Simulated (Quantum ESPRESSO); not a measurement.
**MgO, rock salt: the electronic dielectric constant against change of volume**

How does ε∞, from linear response (ph.x, fixed occupations, ions clamped), follow the change of volume?

Calculated with Quantum ESPRESSO 7.5, PBEsol, GBRV 1.5 ultrasoft potentials, cutoff 680 eV, Fermi–Dirac smearing 0.02 eV, k-mesh 11×11×11, no spin polarisation, no spin-orbit coupling.

Reference cell, relaxed at zero pressure with PBEsol (Fm-3m): a = 2.9796 Å, b = 2.9796 Å, c = 2.9796 Å, α = 60.00°, β = 60.00°, γ = 60.00°.

```csv
atom,x,y,z
Mg,0.0000,0.0000,0.0000
O,0.5000,0.5000,0.5000
```

```csv
change of volume (%),V (Å³/atom),ε∞,gap (eV)
−6,8.791,3.175,5.272
−4,8.978,3.196,5.056
−2,9.165,3.219,4.849
0,9.352,3.242,4.652
2,9.539,3.266,4.464
6,9.913,3.318,4.112
```

**Question.** Give the ε∞ and the long-wavelength refractive index at x = 4, a row left out above (x is the first column).

Least squares with ε = e0 + e1 x + e2 x² gives e0 = 3.2419, e1 = 0.011914 and e2 = 0.000125. At x = 4 this is 3.292, so n = √ε = 1.814. The run itself gives 3.292, so the estimate misses by 0.000, a rounding's worth.

Along the table the mean ε∞ rises wherever the smallest gap falls, which need not be its cause. Semilocal functionals tend to give ε∞ too large, the k-mesh wasn't converged for it (a zone-centred mesh of this size overestimates it where the gap is small), and polar lattice vibrations add to the static constant, which isn't calculated here.

[Logs are printed without paths, hosts, clocks, repeated set-up lines and the standing remarks that a program may print on its own settings, such as how far it seeks lower states.]
